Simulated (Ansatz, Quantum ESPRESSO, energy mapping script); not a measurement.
# MnS: J from the energies of magnetic orders, part 2 of 2

How strongly do the moments of MnS couple under PBE, QE, GBRV? The plan is to run several orders and fit a Heisenberg model.

PBE; plane waves, collinear spin, no spin–orbit coupling.

So far. Step 3 (Order 2: compensated +−, cell A of 4 atoms): The run ends antiferromagnetic, 132.32 meV a magnetic atom below the parallel order of its cell. Step 4 (Run 3 (parallel; cell B, 4 atoms)): The run ends ferromagnetic. For each magnetic atom its energy differs from the parallel run of the first cell by -1.01 meV, an error that one common reference would have brought in.

The database entry behind the starting cell differs from later determinations by our own check (an axis about 0.2 % short against later determinations), so it need not match the best structure at ambient conditions.

## (5) Compensated +− start in cell B (4 atoms)

Level of this step: PBE, GBRV potentials (Quantum ESPRESSO).

This order reverses 8 of the 12 neighbours at 3.68 Å, 0 of the 6 neighbours at 5.21 Å and 16 of the 24 neighbours at 6.38 Å, counted for an average magnetic atom.

Contents of pw.in:

```
&control
  calculation = 'scf'
  prefix = 'pw'
  outdir = './tmp/'
  pseudo_dir = './pseudo/'
  verbosity = 'low'
/
&system
  ibrav = 0
  nat = 4
  ntyp = 3
  ecutwfc = 45
  ecutrho = 360
  nbnd = 33
  occupations = 'smearing'
  smearing = 'fd'
  degauss = 0.00367493
  nspin = 2
  starting_magnetization(1) = 0.3000
  starting_magnetization(2) = -0.3000
/
&electrons
  conv_thr = 1.0e-08
  electron_maxstep = 120
  mixing_beta = 0.3
  mixing_mode = 'plain'
/
ATOMIC_SPECIES
  Mn1 54.9380 Mn.upf
  Mn2 54.9380 Mn.upf
  S 32.0600 S.upf
CELL_PARAMETERS angstrom
  0.00000000 -2.60450000 -2.60450000
  0.00000000 2.60450000 -2.60450000
  5.20900000 0.00000000 0.00000000
ATOMIC_POSITIONS crystal
  Mn1 0.50000000 0.50000000 0.50000000
  Mn2 0.00000000 0.00000000 0.00000000
  S 0.50000000 0.50000000 0.00000000
  S 0.00000000 0.00000000 0.50000000
K_POINTS automatic
  6 6 4 0 0 0
```

Command:

```console
OMP_NUM_THREADS=1 mpirun -n 4 pw.x -nk 4 -in pw.in > pw.out
```

The log of the run:

```text
[banner, memory and clock lines left out]
Program PWSCF v.7.5 starts
[...]
unit-cell volume          =     476.9026 (a.u.)^3
     number of atoms/cell      =            4
[...]
number of electrons       =        42.00
     number of Kohn-Sham states=           33
     kinetic-energy cutoff     =      45.0000  Ry
     charge density cutoff     =     360.0000  Ry
[...]
internal energy E=F+TS    =    -470.76116807 Ry
     The total energy is F=E-TS. E is the sum of the following terms:
     one-electron contribution =    -265.48828718 Ry
     hartree contribution      =     148.11128048 Ry
     xc contribution           =     -70.39759715 Ry
     ewald contribution        =    -282.98656422 Ry
     total magnetization       =    -0.00 Bohr mag/cell
     absolute magnetization    =     9.15 Bohr mag/cell
     convergence has been achieved in  12 iterations
[key lines of the parts left out:]
!    total energy              =    -470.76222506 Ry
the Fermi energy is    10.4952 ev
```

Run time: 24 s. Hardware: 4 MPI ranks of Arm Neoverse V2, shared host; peak memory 0.42 GiB.

The run ends antiferromagnetic, 31.61 meV a magnetic atom below the parallel order of its cell (energies taken at zero occupation width, not the printed F).

## (6) Run 5 (parallel; cell C, 6 atoms)

The parallel order again, as the reference for this cell.

Contents of pw.in:

```
&control
  calculation = 'scf'
  prefix = 'pw'
  outdir = './tmp/'
  pseudo_dir = './pseudo/'
  verbosity = 'low'
/
&system
  ibrav = 0
  nat = 6
  ntyp = 2
  ecutwfc = 45
  ecutrho = 360
  nbnd = 54
  occupations = 'smearing'
  smearing = 'fd'
  degauss = 0.00367493
  nspin = 2
  starting_magnetization(1) = 0.3000
/
&electrons
  conv_thr = 1.5e-08
  electron_maxstep = 120
  mixing_beta = 0.3
  mixing_mode = 'plain'
/
ATOMIC_SPECIES
  Mn 54.9380 Mn.upf
  S 32.0600 S.upf
CELL_PARAMETERS angstrom
  0.00000000 2.60450000 2.60450000
  -2.60450000 0.00000000 -2.60450000
  -5.20900000 -5.20900000 5.20900000
ATOMIC_POSITIONS crystal
  Mn 0.00000000 0.00000000 0.00000000
  Mn 0.33333333 0.66666667 0.66666667
  Mn 0.66666667 0.33333333 0.33333333
  S 0.66666667 0.33333333 0.83333333
  S 0.00000000 0.00000000 0.50000000
  S 0.33333333 0.66666667 0.16666667
K_POINTS automatic
  7 7 3 0 0 0
```

The log of the run:

```text
[banner, memory and clock lines left out]
Program PWSCF v.7.5 starts
[...]
unit-cell volume          =     715.3539 (a.u.)^3
     number of atoms/cell      =            6
[...]
number of electrons       =        63.00
     number of Kohn-Sham states=           54
     kinetic-energy cutoff     =      45.0000  Ry
     charge density cutoff     =     360.0000  Ry
[...]
internal energy E=F+TS    =    -706.13480550 Ry
     The total energy is F=E-TS. E is the sum of the following terms:
     one-electron contribution =    -398.26761351 Ry
     hartree contribution      =     222.18346434 Ry
     xc contribution           =    -105.57080999 Ry
     ewald contribution        =    -424.47984633 Ry
     total magnetization       =    14.01 Bohr mag/cell
     absolute magnetization    =    14.01 Bohr mag/cell
     convergence has been achieved in  11 iterations
[key lines of the parts left out:]
!    total energy              =    -706.13628065 Ry
the Fermi energy is    10.3314 ev
```

The job ended after 40 s (4 MPI ranks; peak memory 0.71 GiB).

The run ends ferromagnetic. For each magnetic atom its energy differs from the parallel run of the first cell by -0.86 meV, an error that one common reference would have brought in.

## (7) Order 6: uncompensated ++−, cell C of 6 atoms

This order reverses 4 of the 12 neighbours at 3.68 Å, 4 of the 6 neighbours at 5.21 Å and 12 of the 24 neighbours at 6.38 Å, counted for an average magnetic atom.

Edit pw.in of step 6 so:

```diff
@@ -10,6 +10,6 @@
   nat = 6
-  ntyp = 2
+  ntyp = 3
   ecutwfc = 45
   ecutrho = 360
-  nbnd = 54
+  nbnd = 49
   occupations = 'smearing'
@@ -19,2 +19,3 @@
   starting_magnetization(1) = 0.3000
+  starting_magnetization(2) = -0.3000
 /
@@ -27,3 +28,4 @@
 ATOMIC_SPECIES
-  Mn 54.9380 Mn.upf
+  Mn1 54.9380 Mn.upf
+  Mn2 54.9380 Mn.upf
   S 32.0600 S.upf
@@ -34,5 +36,5 @@
 ATOMIC_POSITIONS crystal
-  Mn 0.00000000 0.00000000 0.00000000
-  Mn 0.33333333 0.66666667 0.66666667
-  Mn 0.66666667 0.33333333 0.33333333
+  Mn1 0.00000000 0.00000000 0.00000000
+  Mn1 0.33333333 0.66666667 0.66666667
+  Mn2 0.66666667 0.33333333 0.33333333
   S 0.66666667 0.33333333 0.83333333
```

The log of the run:

```text
[banner, memory and clock lines left out]
Program PWSCF v.7.5 starts
[...]
unit-cell volume          =     715.3539 (a.u.)^3
     number of atoms/cell      =            6
[...]
number of electrons       =        63.00
     number of Kohn-Sham states=           49
     kinetic-energy cutoff     =      45.0000  Ry
     charge density cutoff     =     360.0000  Ry
[...]
internal energy E=F+TS    =    -706.15486252 Ry
     The total energy is F=E-TS. E is the sum of the following terms:
     one-electron contribution =    -398.48184388 Ry
     hartree contribution      =     222.44937767 Ry
     xc contribution           =    -105.64254997 Ry
     ewald contribution        =    -424.47984633 Ry
     total magnetization       =     4.96 Bohr mag/cell
     absolute magnetization    =    13.78 Bohr mag/cell
     convergence has been achieved in  12 iterations
[key lines of the parts left out:]
!    total energy              =    -706.15518362 Ry
the Fermi energy is    10.1875 ev
```

The job ended after 42 s (4 MPI ranks; peak memory 0.78 GiB; 2.8 min of CPU time).

The run ends ferrimagnetic, 88.35 meV a magnetic atom below the parallel order of its cell (energies taken at zero occupation width, not the printed F).

## (8) Run 7 (parallel; cell D, 6 atoms)

A new cell needs its own zero of energy.

This run holds the same structure in another cell (b 3.683 → 5.209 Å, c 9.022 → 6.380 Å, α 90.0 → 114.1°, β 90.0 → 106.8°, γ 120.0 → 90.0°).

Contents of pw.in:

```
&control
  calculation = 'scf'
  prefix = 'pw'
  outdir = './tmp/'
  pseudo_dir = './pseudo/'
  verbosity = 'low'
/
&system
  ibrav = 0
  nat = 6
  ntyp = 2
  ecutwfc = 45
  ecutrho = 360
  nbnd = 54
  occupations = 'smearing'
  smearing = 'fd'
  degauss = 0.00367493
  nspin = 2
  starting_magnetization(1) = 0.3000
/
&electrons
  conv_thr = 1.5e-08
  electron_maxstep = 120
  mixing_beta = 0.3
  mixing_mode = 'plain'
/
ATOMIC_SPECIES
  Mn 54.9380 Mn.upf
  S 32.0600 S.upf
CELL_PARAMETERS angstrom
  0.00000000 -2.60450000 -2.60450000
  -5.20900000 0.00000000 0.00000000
  2.60450000 5.20900000 -2.60450000
ATOMIC_POSITIONS crystal
  Mn 0.66666667 0.66666667 0.33333333
  Mn 0.33333333 0.33333333 0.66666667
  Mn 0.00000000 0.00000000 0.00000000
  S 0.66666667 0.16666667 0.33333333
  S 0.33333333 0.83333333 0.66666667
  S 0.00000000 0.50000000 0.00000000
K_POINTS automatic
  6 6 6 0 0 0
```

The log of the run:

```text
[banner, memory and clock lines left out]
Program PWSCF v.7.5 starts
[...]
unit-cell volume          =     715.3539 (a.u.)^3
     number of atoms/cell      =            6
[...]
number of electrons       =        63.00
     number of Kohn-Sham states=           54
     kinetic-energy cutoff     =      45.0000  Ry
     charge density cutoff     =     360.0000  Ry
[...]
internal energy E=F+TS    =    -706.13456779 Ry
     The total energy is F=E-TS. E is the sum of the following terms:
     one-electron contribution =    -398.25768775 Ry
     hartree contribution      =     222.18437791 Ry
     xc contribution           =    -105.58141162 Ry
     ewald contribution        =    -424.47984633 Ry
     total magnetization       =    14.07 Bohr mag/cell
     absolute magnetization    =    14.07 Bohr mag/cell
     convergence has been achieved in  11 iterations
[key lines of the parts left out:]
!    total energy              =    -706.13590053 Ry
the Fermi energy is    10.3205 ev
```

Wall time 94 s (4 MPI ranks); peak memory 0.9 GiB.

The run ends ferromagnetic. For each magnetic atom its energy differs from the parallel run of the first cell by 0.54 meV, an error that one common reference would have brought in.

## (9) Order 8: uncompensated ++−, cell D of 6 atoms

This order reverses 6.67 of the 12 neighbours at 3.68 Å, 2.67 of the 6 neighbours at 5.21 Å and 8 of the 24 neighbours at 6.38 Å, counted for an average magnetic atom.

Edit pw.in of step 8 so:

```diff
@@ -10,6 +10,6 @@
   nat = 6
-  ntyp = 2
+  ntyp = 3
   ecutwfc = 45
   ecutrho = 360
-  nbnd = 54
+  nbnd = 49
   occupations = 'smearing'
@@ -19,2 +19,3 @@
   starting_magnetization(1) = 0.3000
+  starting_magnetization(2) = -0.3000
 /
@@ -27,3 +28,4 @@
 ATOMIC_SPECIES
-  Mn 54.9380 Mn.upf
+  Mn1 54.9380 Mn.upf
+  Mn2 54.9380 Mn.upf
   S 32.0600 S.upf
@@ -34,5 +36,5 @@
 ATOMIC_POSITIONS crystal
-  Mn 0.66666667 0.66666667 0.33333333
-  Mn 0.33333333 0.33333333 0.66666667
-  Mn 0.00000000 0.00000000 0.00000000
+  Mn1 0.66666667 0.66666667 0.33333333
+  Mn1 0.33333333 0.33333333 0.66666667
+  Mn2 0.00000000 0.00000000 0.00000000
   S 0.66666667 0.16666667 0.33333333
```

The log of the run:

```text
[banner, memory and clock lines left out]
Program PWSCF v.7.5 starts
[...]
unit-cell volume          =     715.3539 (a.u.)^3
     number of atoms/cell      =            6
[...]
number of electrons       =        63.00
     number of Kohn-Sham states=           49
     kinetic-energy cutoff     =      45.0000  Ry
     charge density cutoff     =     360.0000  Ry
[...]
internal energy E=F+TS    =    -706.15202425 Ry
     The total energy is F=E-TS. E is the sum of the following terms:
     one-electron contribution =    -398.37072706 Ry
     hartree contribution      =     222.33668184 Ry
     xc contribution           =    -105.63813271 Ry
     ewald contribution        =    -424.47984633 Ry
     total magnetization       =     4.96 Bohr mag/cell
     absolute magnetization    =    13.74 Bohr mag/cell
     convergence has been achieved in  11 iterations
[key lines of the parts left out:]
!    total energy              =    -706.15231360 Ry
the Fermi energy is    10.3491 ev
```

The job ended after 87 s (4 MPI ranks; peak memory 0.9 GiB; 5.8 min of CPU time).

The run ends ferrimagnetic, 76.80 meV a magnetic atom below the parallel order of its cell (energies taken at zero occupation width, not the printed F).

## (10) Mapping onto a Heisenberg model

Each energy difference is a sum of couplings weighted by the pairs that the order reverses. A few near shells are fitted to the differences by least squares. Energies are those extrapolated to zero occupation width, not the free energies F.

The orders side by side; each is measured from the parallel order in the same cell and on the same mesh:

| order | atoms | energy (meV a magnetic atom) | moments (μB) | moments kept as typed | opposed neighbours at 3.68, 5.21, 6.38 Å |
| --- | --- | --- | --- | --- | --- |
| parallel in cell A | 4 | 0.00 | 4.21 | yes | 0, 0, 0 |
| compensated +− in cell A | 4 | -132.32 | 4.17 | yes | 6, 6, 12 |
| parallel in cell B | 4 | 0.00 | 4.21 | yes | 0, 0, 0 |
| compensated +− in cell B | 4 | -31.61 | 4.21 | yes | 8, 0, 16 |
| parallel in cell C | 6 | 0.00 | 4.19 | yes | 0, 0, 0 |
| uncompensated ++− in cell C | 6 | -88.35 | 4.14 to 4.25 | yes | 4, 4, 12 |
| parallel in cell D | 6 | 0.00 | 4.20 | yes | 0, 0, 0 |
| uncompensated ++− in cell D | 6 | -76.80 | 4.15 to 4.25 | yes | 6.67, 2.67, 8 |

Fitted to E = −Σ J e·e over ordered pairs of unit vectors (J > 0 favours parallel moments):

| pair | distance (Å) | neighbours | J (meV) |
| --- | --- | --- | --- |
| Mn–Mn | 3.68 | 12 | -2.23 |
| Mn–Mn | 5.21 | 6 | -9.09 |
| Mn–Mn | 6.38 | 24 | 0.120 |

Adding the shell at 7.37 Å gives -2.1, -9.1, 0.082 and -0.099 meV and a mean-field temperature of 411 K, an exact solve that tests nothing.

Limits of this fit: some orders are gapless and others have a gap.

In mean field these couplings order at 422 K, at q = (0.50, 0.50, 0.50) in fractions of the conventional cell's reciprocal vectors, and give a Curie–Weiss temperature of -607 K.

## (11) Ordering temperature by Monte Carlo

Mean field ignores fluctuations and overstates the ordering temperature, so the model is also sampled. The heat capacity peaks where order sets in.

Classical unit spins with these couplings on 8×8×4 copies of a cell that holds the lowest order (512 spins), heat-bath sweeps, cooled from random directions, 1009 sweeps to settle and 3027 measured at each temperature, averaged over 4 runs.

| T (K) | order along the lowest pattern | net moment | heat capacity (k_B a spin) |
| --- | --- | --- | --- |
| 50.6 | 0.41 | 0.01 | 1.05 |
| 86.6 | 0.46 | 0.01 | 1.11 |
| 141 | 0.37 | 0.01 | 1.19 |
| 176 | 0.37 | 0.02 | 1.21 |
| 212 | 0.34 | 0.02 | 1.37 |
| 266 | 0.28 | 0.02 | 1.79 |
| 284 | 0.25 | 0.02 | 1.88 |
| 302 | 0.21 | 0.02 | 1.81 |
| 338 | 0.16 | 0.02 | 1.21 |
| 374 | 0.12 | 0.02 | 0.68 |
| 428 | 0.09 | 0.03 | 0.38 |
| 464 | 0.08 | 0.03 | 0.30 |

The smoothed heat capacity peaks at 284 K. The order column follows one pattern alone; equivalent domains or another pattern share the rest.

## (12) Beside the first set of runs

The first set of orders, under PBE+U (3.6 eV), QE, GBRV, took 27 min of CPU time summed over its finished orders (seed run apart), these 25 min.

| quantity | this set | first set |
| --- | --- | --- |
| J at 3.68 Å, meV | -2.23 | -1.39 |
| J at 5.21 Å, meV | -9.09 | -4.13 |
| J at 6.38 Å, meV | 0.120 | -0.0923 |
| ordering temperature, mean field, K | 422 | 192 |
| heat-capacity peak, Monte Carlo, K | 284 | 129 |

The coupling that led in the first set goes from -4.13 to -9.09 meV.

## (13) Outcome

```
lowest order tried                    : compensated +− in cell A
largest fitted value, Mn–Mn at 5.21 Å : -9.09 meV
ordering temperature, mean field      : 422 K
heat-capacity peak, Monte Carlo       : 284 K
```

In words: Of the orders tried, MnS prefers the order “compensated +− in cell A” under PBE, QE, GBRV, with 6 of 12 neighbours at 3.68 Å, 6 of 6 neighbours at 5.21 Å and 12 of 24 neighbours at 6.38 Å opposed, and the heat capacity of the fitted model peaks near 284 K (Monte Carlo, classical spins). The coupling at 5.21 Å is 2.2 times that of the first set, at 0.94 times the CPU time. The largest fitted coupling is the Mn–Mn pair at 5.21 Å, antiferromagnetic at -9.1 meV, across a ligand at about 180°. The orders also reverse pairs at 7.37 Å, which are not fitted, so the fitted values hold their part too. With 4 differences for 3 couplings the fit misses by 0.66 meV at most, a small part of the spread. In the fitted orders moments change by up to 1.3 % against the parallel run of the same cell, so their size stays put. The fit is in doubt: some orders are gapless and others have a gap. The couplings are then rough, the small ones most of all. Monte Carlo puts the peak at 0.67 of the mean-field temperature, since mean field leaves out fluctuations. In tests on simple cubic and body-centred models such peaks lay 5 to 6 % under the bulk value. On cooling, the order along the one computed pattern stays at or under 0.46: the model settles in an equivalent domain, a degenerate mixture or another order.

1 further run of the session is left out of this account and of its counts and ranges: runs hit by known faults of a program or its files, repeats, responses too ill-conditioned to give a U, cells squeezed past sense, harmless faults, or fits whose shells could not be counted again from the structure.

Computed beside measured:

| quantity | measured | PBE, QE, GBRV, Monte Carlo |
| --- | --- | --- |
| ordering temperature (spin model) (K) | 150 | 284 (+89.6 %) |

Measured values from arxiv:1108.4537 (2011).

How well it matches: The ordering temperature is off by +89.6 %: a clear miss. No cell relaxation is part of this session.

[Logs and program files are shortened in this print: banners, set-up blocks, solver, clock and traceback lines can be left out without a mark of their own.]

[Logs are printed without paths, hosts, clocks, repeated set-up lines and the standing remarks that a program may print on its own settings, such as how far it seeks lower states.]

[Hosts, paths, dates, database ids (printed as entryN), source tags and the programs' standing remarks are cut or masked in the printed files.]

[Where a cell is said to come from a database of computed structures, the database is the Materials Project.]
